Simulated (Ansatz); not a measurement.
# Grüneisen parameters and expansion of CdSe (F-43m)

Which modes of CdSe drive its thermal expansion? The starting cell is a computed one from a database.

Method: DFT LDA, scalar-relativistic, plane waves, PAW, in Ansatz 0.2.0.

Report form: the programs' logs are mostly left out.

## Step 1: Set-up

Symmetry: F-43m, No. 216, cubic system. The conventional cell has a = 6.141 Å, b = 6.141 Å, c = 6.141 Å, α = 90.00°, β = 90.00°, γ = 90.00°. Nearest to Cd lie 4 Se at 2.66 Å. Nearest to Se lie 4 Cd at 2.66 Å. Farther neighbours and most contacts between anions are not listed.

## Step 2: Probe on a coarse mesh

A cheap single point shows whether the cell is a metal or an insulator and how far it is from rest; that sets the k-mesh and the occupations of what follows.

File input.yaml:

```yaml
crystal:
  lattice:
    - [0.0, 3.0702711986, 3.0702711986]
    - [3.0702711986, 0.0, 3.0702711986]
    - [3.0702711986, 3.0702711986, 0.0]
  atoms:
    - { symbol: Cd, position: [0.0, 0.0, 0.0] }
    - { symbol: Se, position: [0.75, 0.75, 0.75] }
kpoints:
  mp_grid: { grid: [6, 6, 6] }
hamiltonian:
  xc: lda
scf:
  occupations: { method: gaussian, width: 0.1 }
output:
  forces: true
  stress: true
  eigenvalues: true
```

Started as:

```bash
> ansatz run input.yaml --threads 4 --pin off --max-ram 8192MiB --backend cpu --events-out ev --progress --plain --runs-dir out
```

It took 1.5 s on 4 threads of Arm Neoverse V2, shared host; peak memory 0.35 GiB.

This step gave:

| Property | Result |
| --- | --- |
| pressure | -3.249 GPa |
| volume per atom | 28.94 Å³/atom |
| gap on the k-mesh | 0.2707 eV |

The start is under -3.2 GPa at this level and looks like an insulator or semiconductor on this mesh.

## Step 3: Relaxation

Phonons are second derivatives about a minimum, so cell and atoms are relaxed first, inside the symmetry of the start.

input.yaml, the sections that differ from step 2:

```yaml
kpoints:
  mp_grid: { grid: [10, 10, 10] }
scf:
  occupations: { method: gaussian, width: 0.01 }
output:
  forces: true
  stress: true
  eigenvalues: true
  write_density: true
  write_potential: true
  elf: true
  volumetric_format: npy
relax:
  adjacent_minimum: "off"
  f_tol: 0.005
  max_steps: 80
  cell: { stress_tol: 0.05 }
# crystal, hamiltonian: as in step 2
```

Run time: 7 s. Hardware: 4 threads; peak memory 0.44 GiB; 26 s of CPU time.

Relaxation path:

```tsv
step	energy less that of the first step (eV)	largest force component (eV/Å)	pressure (GPa)	volume (Å³)
1	0.0000	0.0000	-3.26	57.88
2	-0.0354	0.0000	1.39	52.98
3	-0.0403	0.0000	-0.17	54.36
4	-0.0404	0.0000	-0.01	54.21
5*	-0.0398	0.0000	-0.01	54.21
```

Relaxation steps marked * repeat the geometry before them on a plane-wave basis chosen anew for their cell, so energy and pressure can jump there.

The run keeps the 24 symmetry operations that it works with, so distortions that break them were not tested.

```tsv
conventional cell, symmetrised	before	after	change
a (Å)	6.141	6.008	-2.2 %
b (Å)	6.141	6.008	-2.2 %
c (Å)	6.141	6.008	-2.2 %
volume (Å³/atom)	28.94	27.11	-6.3 %
```

Final coordinates:

```cif
data_structure
_symmetry_space_group_name_H-M 'P 1'
_symmetry_Int_Tables_number 1
_cell_length_a 4.2482
_cell_length_b 4.2482
_cell_length_c 4.2482
_cell_angle_alpha 60.000
_cell_angle_beta 60.000
_cell_angle_gamma 60.000
_cell_volume 54.21
loop_
_atom_site_label
_atom_site_type_symbol
_atom_site_fract_x
_atom_site_fract_y
_atom_site_fract_z
_atom_site_occupancy
Cd1 Cd 0.00000 0.00000 0.00000 1
Se2 Se 0.75000 0.75000 0.75000 1
```

This step gave:

```yaml
pressure: -0.006038 GPa
gap_on_the_k_mesh: 0.4047 eV
volume_per_atom: 27.11 Å³/atom
```

ELF in the ac plane of a cell with a along [110], b along [-110] and c along [001] of the cube at fractional y = 0.000, with atoms of Cd and Se within 0.2 Å of it. It is the smooth field of the valence electrons, not physical close to the nuclei.

Values, 9 rows by 16 columns, each cell a mean:
```
0.60 0.36 0.18 0.15 0.15 0.16 0.28 0.53 0.60 0.36 0.18 0.15 0.15 0.16 0.28 0.53
0.22 0.18 0.11 0.03 0.02 0.08 0.16 0.21 0.22 0.18 0.11 0.03 0.02 0.08 0.16 0.21
0.09 0.07 0.03 0.01 0.01 0.02 0.05 0.08 0.09 0.07 0.03 0.01 0.01 0.02 0.05 0.08
0.02 0.02 0.03 0.07 0.08 0.04 0.02 0.02 0.02 0.02 0.03 0.07 0.08 0.04 0.02 0.02
0.01 0.07 0.28 0.48 0.51 0.36 0.13 0.02 0.01 0.07 0.28 0.48 0.51 0.36 0.13 0.02
0.05 0.33 0.66 0.73 0.73 0.71 0.46 0.10 0.05 0.33 0.66 0.73 0.73 0.71 0.46 0.10
0.14 0.46 0.75 0.47 0.33 0.73 0.61 0.19 0.14 0.46 0.75 0.47 0.33 0.73 0.61 0.19
0.28 0.27 0.66 0.71 0.67 0.74 0.37 0.26 0.28 0.27 0.66 0.71 0.67 0.74 0.37 0.26
0.70 0.37 0.29 0.58 0.62 0.38 0.28 0.61 0.70 0.37 0.29 0.58 0.62 0.38 0.28 0.61
```
Columns run along a (8.5 Å), rows up along c (6.0 Å), edges of the conventional cell, whose origin can differ from the input's. Atoms in or near the plane, at fractional coordinates: Cd at (0.50, 0.00), Cd at (0.00, 0.00), Se at (0.75, 0.25), Se at (0.25, 0.25).

Valence density in the ac plane of a cell with a along [110], b along [-110] and c along [001] of the cube at fractional y = 0.000, with atoms of Cd and Se within 0.2 Å of it. It is the smooth field of the valence electrons, not physical close to the nuclei.

Ten steps, logarithmic in the rise over the least value, from '0' (0 e/Å³) to '9' (31 e/Å³), each cell a mean:
```
873100000258873100000258
642000000135642000000135
210000000012210000000012
000000000000000000000000
000000000000000000000000
000000000000000000000000
000000000000000000000000
000000000000000000000000
000001110000000001110000
000112321000000112321000
000136642100000136642100
001259973100001259973100
111248963111111248963111
321224432123321224432123
763112211247763112211247
974110001268974110001268
```
Columns run along a (8.5 Å), rows up along c (6.0 Å), edges of the conventional cell, whose origin can differ from the input's. Atoms in or near the plane, at fractional coordinates: Cd at (0.50, 0.00), Cd at (0.00, 0.00), Se at (0.75, 0.25), Se at (0.25, 0.25).

Electrostatic potential energy in the ac plane of a cell with a along [110], b along [-110] and c along [001] of the cube at fractional y = 0.000, with atoms of Cd and Se within 0.2 Å of it. With pseudopotentials it is smooth inside the atoms' cores, unlike the true potential.

Values in eV, 9 rows by 16 columns, each cell a mean:
```
-17  -9   7  12  12  10  -3 -16 -17  -9   7  12  12  10  -3 -16
  1   7  11  12  12  12   9   3   1   7  11  12  12  12   9   3
 12  12  12  12  12  12  12  12  12  12  12  12  12  12  12  12
 13  13  13  12  12  13  13  13  13  13  13  12  12  13  13  13
 13  13  12  11  10  11  13  13  13  13  12  11  10  11  13  13
 13  12   5  -6  -7   1  11  13  13  12   5  -6  -7   1  11  13
 11   9  -5  -3   0  -9   7  11  11   9  -5  -3   0  -9   7  11
 -5   3   0  -8  -8  -4   4  -3  -5   3   0  -8  -8  -4   4  -3
-18 -12   6   8   7   8  -6 -18 -18 -12   6   8   7   8  -6 -18
```
Columns run along a (8.5 Å; values clipped at the 3rd and 97th percentile), rows up along c (6.0 Å), edges of the conventional cell, whose origin can differ from the input's. Atoms in or near the plane, at fractional coordinates: Cd at (0.50, 0.00), Cd at (0.00, 0.00), Se at (0.75, 0.25), Se at (0.25, 0.25).

The relaxation ends with a pressure of -0.01 GPa.

## Step 4: Relaxing to small residual forces and stress

The relaxation is repeated with tighter thresholds on force and stress, since phonons are sensitive to what is left; a change of mesh or smearing in the input moves the cell too.

File input.yaml:

```yaml
crystal:
  lattice:
    - [0.0, 3.0039002144, 3.0039002144]
    - [3.0039002144, 0.0, 3.0039002144]
    - [3.0039002144, 3.0039002144, 0.0]
  atoms:
    - { symbol: Cd, position: [0.0, 0.0, 0.0] }
    - { symbol: Se, position: [0.75, 0.75, 0.75] }
kpoints:
  mp_grid: { grid: [12, 12, 12] }
hamiltonian:
  xc: lda
scf:
  occupations: { method: fixed }
output:
  forces: true
  stress: true
  eigenvalues: true
relax:
  adjacent_minimum: "off"
  f_tol: 0.001
  max_steps: 60
  cell: { stress_tol: 0.01 }
```

The job ended after 4 s (4 threads; peak memory 0.46 GiB).

Little changed from the start: no atom moved by 0.005 Å and no cell edge by 0.1 %.

This step gave:

```yaml
pressure: -0.005572 GPa
gap_on_the_k_mesh: 0.4049 eV
```

The residual pressure is -0.0056 GPa, small enough for phonons.

## Step 5: Phonons, V/V0 1

Phonons at this volume give one point of F(V, T); meshes stay fixed along the series.

input.yaml, the sections that differ from step 4:

```yaml
output:
  eigenvalues: true
phonons:
  method: dfpt
  dielectric: true
  rigid_motions: translations
  qmesh: [4, 4, 4]
  temperatures: { t_max: 1000, t_step: 50 }
  qpath:
    path:
      - [[0.0, 0.0, 0.0], [-0.5, -0.5, 0.0], [-0.375, -0.375, 0.25]]
      - [[-0.375, 0.0, 0.375], [0.0, 0.0, 0.0], [0.0, 0.0, 0.5], [-0.5, -0.25, 0.25], [-0.5, -0.5, 0.0]]
    npoints: 10
# crystal, kpoints, hamiltonian, scf: as in step 4
# relax: removed
```

It took 7.3 min on 4 threads; peak memory 4.2 GiB.

This step gave:

- Γ frequencies: 0, 0, 0, 175.0, 175.0, 175.0 cm⁻¹ (negative: imaginary)
- lowest frequency on the path: 0 cm⁻¹
- zero-point energy: 0.04738 eV/cell
- point group: -43m
- highest frequency: 204.2 cm⁻¹
- Debye temperature from the second moment: 266 K

LO-TO term included. Phonon branches along the path, in cm⁻¹:

```tsv
point	branch 1	branch 2	branch 3	branch 4	branch 5	branch 6
Γ	0	0	0	175	175	204
halfway	39	39	91	183	183	199
X	42	42	144	179	191	191
halfway	42	48	141	176	190	195
U	42	56	134	175	188	200
jump to K	42	56	134	175	188	200
halfway	31	51	92	180	185	198
Γ	0	0	0	175	175	204
halfway	28	28	86	179	179	201
L	34	34	126	182	182	192
halfway	43	54	124	178	186	198
W	51	60	133	170	192	200
halfway	46	51	138	174	192	196
X	42	42	144	179	191	191
```

The phonon density of states has structure finer than the step of the table below, so its rows give means over 10 cm⁻¹, whole bins alone (the curve runs from 1 to 205 cm⁻¹). Peaks (cm⁻¹: height): 43.0: 0.131, 57.0: 0.0850, 123.0: 0.0503, 183.0: 0.189, 197.0: 0.165.

Tetrahedra on 20 20 20, mean over bins of 2 cm⁻¹. Phonon density of states against wavenumber; means over each step:

wavenumber (cm⁻¹), phonon density of states (1/cm⁻¹/cell) and a bar:
```
       10      0.001 
       20      0.006 #
       30      0.021 #####
       40      0.083 ###################
       50      0.063 ###############
       60      0.030 #######
       70      0.003 #
       80      0.004 #
       90      0.006 #
      100      0.009 ##
      110      0.014 ###
      120      0.031 #######
      130      0.025 ######
      140      0.006 #
      150      0.000 
      160      0.000 
      170      0.011 ###
      180      0.131 ##############################
      190      0.074 #################
      200      0.084 ###################
```

Harmonic. Thermo, by row:

```tsv
T (K)	F_vib (meV/atom)	S (J/mol-atom/K)	C_V (J/mol-atom/K)
0	23.69	0	0
50	22.02	8.285	10.78
100	15.03	18.43	18.39
150	3.29	26.57	21.53
200	-12.21	32.98	22.91
250	-30.69	38.17	23.6
300	-51.62	42.51	24
350	-74.64	46.23	24.24
400	-99.46	49.48	24.4
450	-125.9	52.36	24.51
500	-153.7	54.95	24.59
550	-182.8	57.3	24.65
600	-213	59.44	24.7
650	-244.3	61.42	24.73
700	-276.7	63.26	24.76
750	-309.9	64.96	24.79
800	-344	66.56	24.8
850	-378.9	68.07	24.82
900	-414.5	69.49	24.83
950	-450.9	70.83	24.84
1000	-487.9	72.11	24.85
```

The modes has structure finer than the step of the table below, so its rows give means over 5 cm⁻¹, whole bins alone (the curve runs from -10 to 220 cm⁻¹). Peaks (cm⁻¹: height): Cd 43.5: 0.0701, 123.1: 0.0327, 182.5: 0.0525, 198.4: 0.0330; Se 42.1: 0.0316, 182.5: 0.115, 196.9: 0.0949.

Phonopy on the run's constants, 17x17x17 mesh, Gaussian sigma 2.0 cm⁻¹. Table of modes by wavenumber; means over each step; values in 1/cm⁻¹/cell:

```tsv
wavenumber (cm⁻¹)	Cd	Se
-5	9.8e-6	7.5e-6
0	6.0e-5	4.1e-5
5	2.8e-4	1.9e-4
10	7.5e-4	5.1e-4
15	0.00183	0.00122
20	0.00344	0.00221
25	0.00619	0.00381
30	0.0123	0.00707
35	0.0307	0.0163
40	0.0555	0.0263
45	0.0615	0.0264
50	0.0435	0.0177
55	0.0445	0.0169
60	0.0194	0.00724
65	0.00165	8.9e-4
70	0.00174	0.00104
75	0.00175	1.0e-3
80	0.00265	0.00146
85	0.00285	0.00150
90	0.00406	0.00202
95	0.00470	0.00220
100	0.00615	0.00265
105	0.00776	0.00307
110	0.0104	0.00363
115	0.0143	0.00423
120	0.0244	0.00570
125	0.0301	0.00542
130	0.0224	0.00242
135	0.0140	9.0e-4
140	0.00569	2.2e-4
145	0.00101	1.7e-5
150	1.4e-5	0
155	0	0
160	0	0
165	6.4e-6	1.8e-4
170	6.3e-4	0.00840
175	0.0103	0.0451
180	0.0389	0.0950
185	0.0418	0.0915
190	0.0207	0.0512
195	0.0242	0.0710
200	0.0240	0.0656
205	0.00353	0.00750
210	5.3e-5	8.5e-5
215	0	0
```

Born charge (rows field, columns displacement) (e), principal values of the symmetric part by kind of site:

```tsv
atom	atoms with these values	low	middle	high	mean
Cd1	1	2.21	2.21	2.21	2.21
Se2	1	-2.21	-2.21	-2.21	-2.21
```

In full for Cd1:

```
2.21 0.00 0.00
0.00 2.21 0.00
0.00 0.00 2.21
```

ε∞:

```
8.64 0.00 0.00
0.00 8.64 0.00
0.00 0.00 8.64
```

No LO-TO term. Modes at Γ, with each element's share of the kinetic energy:

```tsv
mode	frequency (cm⁻¹)	symmetry	Cd %	Se %
1	0.0	T2	59	41
2	0.0	T2	59	41
3	0.0	T2	59	41
4	175.0	T2	41	59
5	175.0	T2	41	59
6	175.0	T2	41	59
```

Displacements in mode 6 (175.0 cm⁻¹), the largest set to 1:
```
Cd1 -0.70  0.65  0.12
Se2  1.00 -0.93 -0.17
```

No mode is imaginary beyond numerical noise at the solved wavevectors.

## Step 6: Single point at a scaled cell, V/V0 1.015

Symmetry fixes every atom, so a single point at the scaled cell gives the energy and pressure of this member.

The cell differs from the one that the last finished run ended in (a 4.248 → 4.269 Å, b 4.248 → 4.269 Å, c 4.248 → 4.269 Å).

input.yaml, the sections that differ from step 5:

```yaml
crystal:
  lattice:
    - [0.0, 3.0188452376, 3.0188452376]
    - [3.0188452376, 0.0, 3.0188452376]
    - [3.0188452376, 3.0188452376, 0.0]
  atoms:
    - { symbol: Cd, position: [0.0, 0.0, 0.0] }
    - { symbol: Se, position: [0.75, 0.75, 0.75] }
output:
  forces: true
  stress: true
  eigenvalues: true
# kpoints, hamiltonian, scf: as in step 5
# phonons: removed
```

Run time: 1.6 s. Hardware: 4 threads; peak memory 0.41 GiB.

Numbers from this step:

```
pressure          : -0.8382 GPa
gap on the k-mesh : 0.3753 eV
volume per atom   : 27.51 Å³/atom
```

At this level the gap is 0.38 eV on the k-mesh of the self-consistent run, which can miss the band edges.

## Step 7: Lattice dynamics at this volume, V/V0 1.015

input.yaml, the sections that differ from step 6:

```yaml
output:
  eigenvalues: true
phonons:
  method: dfpt
  dielectric: true
  rigid_motions: translations
  qmesh: [4, 4, 4]
  temperatures: { t_max: 1000, t_step: 50 }
  qpath:
    path:
      - [[0.0, 0.0, 0.0], [-0.5, -0.5, 0.0], [-0.375, -0.375, 0.25]]
      - [[-0.375, 0.0, 0.375], [0.0, 0.0, 0.0], [0.0, 0.0, 0.5], [-0.5, -0.25, 0.25], [-0.5, -0.5, 0.0]]
    npoints: 10
# crystal, kpoints, hamiltonian, scf: as in step 6
```

Run time: 7.2 min. Hardware: 4 threads; peak memory 4.2 GiB.

No mode is imaginary beyond numerical noise at the solved wavevectors. The highest zone-centre mode (no LO–TO term) moved by -2.6 % for a volume change of +1.5 %.

## Step 8: Single point at a scaled cell, V/V0 0.985

The cell differs from the one that the last finished run ended in (a 4.269 → 4.227 Å, b 4.269 → 4.227 Å, c 4.269 → 4.227 Å).

input.yaml, the sections that differ from step 7:

```yaml
crystal:
  lattice:
    - [0.0, 2.9888049837, 2.9888049837]
    - [2.9888049837, 0.0, 2.9888049837]
    - [2.9888049837, 2.9888049837, 0.0]
  atoms:
    - { symbol: Cd, position: [0.0, 0.0, 0.0] }
    - { symbol: Se, position: [0.75, 0.75, 0.75] }
output:
  forces: true
  stress: true
  eigenvalues: true
# kpoints, hamiltonian, scf: as in step 7
# phonons: removed
```

Run time: 1.5 s. Hardware: 4 threads; peak memory 0.4 GiB.

The run ends at a pressure of 0.90 GPa.

## Step 9: Lattice dynamics at this volume, V/V0 0.985

input.yaml, the sections that differ from step 8:

```yaml
output:
  eigenvalues: true
phonons:
  method: dfpt
  dielectric: true
  rigid_motions: translations
  qmesh: [4, 4, 4]
  temperatures: { t_max: 1000, t_step: 50 }
  qpath:
    path:
      - [[0.0, 0.0, 0.0], [-0.5, -0.5, 0.0], [-0.375, -0.375, 0.25]]
      - [[-0.375, 0.0, 0.375], [0.0, 0.0, 0.0], [0.0, 0.0, 0.5], [-0.5, -0.25, 0.25], [-0.5, -0.5, 0.0]]
    npoints: 10
# crystal, kpoints, hamiltonian, scf: as in step 8
```

The job ended after 7 min (4 threads; peak memory 4.2 GiB).

No mode is imaginary beyond numerical noise at the solved wavevectors. The highest zone-centre mode (no LO–TO term) moved by +2.7 % for a volume change of -1.5 %.

## Step 10: Single point at a scaled cell, V/V0 1.03

The cell differs from the one that the last finished run ended in (a 4.227 → 4.290 Å, b 4.227 → 4.290 Å, c 4.227 → 4.290 Å).

input.yaml, the sections that differ from step 9:

```yaml
crystal:
  lattice:
    - [0.0, 3.033643735, 3.033643735]
    - [3.033643735, 0.0, 3.033643735]
    - [3.033643735, 3.033643735, 0.0]
  atoms:
    - { symbol: Cd, position: [0.0, 0.0, 0.0] }
    - { symbol: Se, position: [0.75, 0.75, 0.75] }
output:
  forces: true
  stress: true
  eigenvalues: true
# kpoints, hamiltonian, scf: as in step 9
# phonons: removed
```

Run time: 1.6 s. Hardware: 4 threads; peak memory 0.41 GiB; 5.6 s of CPU time.

The run ends at a pressure of -1.60 GPa.

## Step 11: Lattice dynamics at this volume, V/V0 1.03

input.yaml, the sections that differ from step 10:

```yaml
output:
  eigenvalues: true
phonons:
  method: dfpt
  dielectric: true
  rigid_motions: translations
  qmesh: [4, 4, 4]
  temperatures: { t_max: 1000, t_step: 50 }
  qpath:
    path:
      - [[0.0, 0.0, 0.0], [-0.5, -0.5, 0.0], [-0.375, -0.375, 0.25]]
      - [[-0.375, 0.0, 0.375], [0.0, 0.0, 0.0], [0.0, 0.0, 0.5], [-0.5, -0.25, 0.25], [-0.5, -0.5, 0.0]]
    npoints: 10
# crystal, kpoints, hamiltonian, scf: as in step 10
```

The job ended after 7.1 min (4 threads; peak memory 4.3 GiB; 28 min of CPU time).

LO-TO term included. Phonon branches along the path, in cm⁻¹:

```tsv
point	branch 1	branch 2	branch 3	branch 4	branch 5	branch 6
Γ	0	0	0	166	166	196
halfway	41	41	87	173	173	191
X	46	46	139	171	180	180
halfway	46	51	136	168	180	184
U	46	58	130	167	178	189
jump to K	46	58	130	167	178	189
halfway	33	52	90	170	175	189
Γ	0	0	0	166	166	196
halfway	30	30	84	169	169	192
L	37	37	123	172	172	182
halfway	46	56	120	170	176	188
W	53	62	127	163	182	189
halfway	49	54	133	166	181	186
X	46	46	139	171	180	180
```

No mode is imaginary beyond numerical noise at the solved wavevectors. The highest zone-centre mode (no LO–TO term) moved by -5.2 % for a volume change of +3.0 %.

## Step 12: A cell at another volume, V/V0 0.97

The cell differs from the one that the last finished run ended in (a 4.290 → 4.205 Å, b 4.290 → 4.205 Å, c 4.290 → 4.205 Å).

input.yaml, the sections that differ from step 11:

```yaml
crystal:
  lattice:
    - [0.0, 2.9735557133, 2.9735557133]
    - [2.9735557133, 0.0, 2.9735557133]
    - [2.9735557133, 2.9735557133, 0.0]
  atoms:
    - { symbol: Cd, position: [0.0, 0.0, 0.0] }
    - { symbol: Se, position: [0.75, 0.75, 0.75] }
output:
  forces: true
  stress: true
  eigenvalues: true
# kpoints, hamiltonian, scf: as in step 11
# phonons: removed
```

Run time: 1.6 s. Hardware: 4 threads; peak memory 0.4 GiB; 5.7 s of CPU time.

The run ends at a pressure of 1.89 GPa.

(Continued in part 2 of 2.)

[Logs are printed without paths, hosts, clocks, repeated set-up lines and the standing remarks that a program may print on its own settings, such as how far it seeks lower states.]

[Hosts, paths, dates, database ids (printed as entryN), source tags and the programs' standing remarks are cut or masked in the printed files.]

[A step with changed settings may run another functional than the one named; its input shows which.]

[Of the runs on displaced cells, only some may be shown.]
